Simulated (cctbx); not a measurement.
# A disordered crystal of nominal Sr3ZnIn13Cu9

Cell a = 12.0880 Å, b = 12.0880 Å, c = 4.3000 Å, α = 90.00°, β = 90.00°, γ = 120.00°; space group P-6m2 (no. 187); nominal formula Sr3ZnIn13Cu9.

Simulated single-crystal data (cctbx): Mo Kα, λ = 0.71073 Å, to d = 0.8 Å, 95 % of the full sphere, strongest reflection 5000 counts, noise from counting, a 3 % proportional error and a noise floor of 2 counts (s.d.); no absorption.

With every site full:

```text
Rint 0.077, 489 unique reflections to 0.80 A
cycle     R1     wR2    GooF  max shift (A)
   1  0.0662  0.1378   2.822   0.00695
   2  0.0260  0.0533   1.091   0.00007
final R1 0.0260 wR2 0.0533 GooF 1.091  parameters 34  data/parameter 14.4
atom        x        y        z      Ueq    occ   su(xyz)  su(Uiso or U11)
In1    0.66667  0.33333  0.00000   0.0367  1.000  0.00000  0.0016
In2    0.26635  0.13317  0.50000   0.0194  1.000  0.00018  0.0009
In3    0.67951  0.95874  0.00000   0.0147  1.000  0.00012  0.0006
In4    0.24904  0.75096  0.50000   0.0240  1.000  0.00009  0.0008
Sr1    0.54053  0.08106  0.50000   0.0235  1.000  0.00021  0.0009
Zn1    0.00000  0.00000  0.00000   0.0341  1.000  0.00000  0.0023
Cu2    0.76224  0.88112  0.50000   0.0237  1.000  0.00040  0.0021
Cu3    0.42363  0.21182  0.00000   0.0152  1.000  0.00030  0.0015
Cu4    0.41825  0.58175  0.00000   0.0311  1.000  0.00020  0.0013
difference map: max 1.24 min -2.23 rms 0.27
Q1    0.5495  0.2316  0.5000    6    1.26  1.77 A from Sr1
Q2    0.6067  0.2135  0.0000    3    1.24  1.25 A from In1
Q3    0.4735  0.0739  0.5000    6    1.15  0.77 A from Sr1
Q4    0.0630  0.5315  0.0000    3    1.04  1.05 A from Cu4
Q5    0.5367  0.0734  0.2629    6    0.90  1.02 A from Sr1
Q6    0.2271  0.4543  0.0000    3    0.90  2.01 A from In3
```

With the occupancies of the suspect sites free, each still typed as its main element:

```text
Rint 0.077, 489 unique reflections to 0.80 A
cycle     R1     wR2    GooF  max shift (A)
   1  0.0921  0.1936   3.973   0.00057
  10  0.0230  0.0452   0.928   0.00005
final R1 0.0230 wR2 0.0452 GooF 0.927  parameters 36  data/parameter 13.6
atom        x        y        z      Ueq    occ   su(xyz)  su(Uiso or U11)
In1    0.66667  0.33333  0.00000   0.0265  0.861  0.00000  0.0016
In2    0.26650  0.13325  0.50000   0.0197  1.000  0.00015  0.0008
In3    0.67955  0.95876  0.00000   0.0147  1.000  0.00010  0.0005
In4    0.24910  0.75090  0.50000   0.0241  1.000  0.00008  0.0006
Sr1    0.54060  0.08120  0.50000   0.0238  1.000  0.00018  0.0008
Zn1    0.00000  0.00000  0.00000   0.0339  1.000  0.00000  0.0019
Cu2    0.76225  0.88112  0.50000   0.0236  1.000  0.00034  0.0017
Cu3    0.42364  0.21182  0.00000   0.0189  1.061  0.00026  0.0015
Cu4    0.41836  0.58164  0.00000   0.0314  1.000  0.00017  0.0011
su of occupancy In1: 0.012
su of occupancy Cu3: 0.011
difference map: max 1.08 min -1.82 rms 0.23
Q1    0.6066  0.2131  0.0000    3    1.12  1.26 A from In1
Q2    0.4787  0.0798  0.5000    6    1.07  0.74 A from Sr1
Q3    0.5561  0.2290  0.5000    6    1.05  1.70 A from Sr1
Q4    0.5343  0.0686  0.2707    6    0.89  0.99 A from Sr1
Q5    0.0733  0.5366  0.0000    3    0.89  0.94 A from Cu4
Q6    0.1654  0.4978  0.2442   12    0.87  1.47 A from Cu4
```

**Question.** What is the disorder?

X-rays count electrons. In1 refines to 0.861(0.012), or 42.2 electrons; the site truly holds 0.6 In and 0.4 Cu, 41.0 electrons, which is 0.837 of In; Cu3 refines to 1.061(0.011), or 30.8 electrons; the site truly holds 0.8667 Cu and 0.1333 In, 31.7 electrons, which is 1.092 of Cu. A value under 1 can't tell vacancies from a lighter guest, and one over 1 needs a heavier guest; chemistry or a second radiation must settle which. Occupancy correlates with U and the scale, and the two elements' form factors differ in shape, so the match is approximate.

Freeing them takes R1 from 0.0260 to 0.0230 and GooF from 1.09 to 0.93.

The model is made up (kin elements in a known structure type, no relaxation), so it says nothing on whether the phase exists.

[Middle refinement cycles are left out of these outputs.]

[Logs are printed without paths, hosts, clocks, repeated set-up lines and the standing remarks that a program may print on its own settings, such as how far it seeks lower states.]
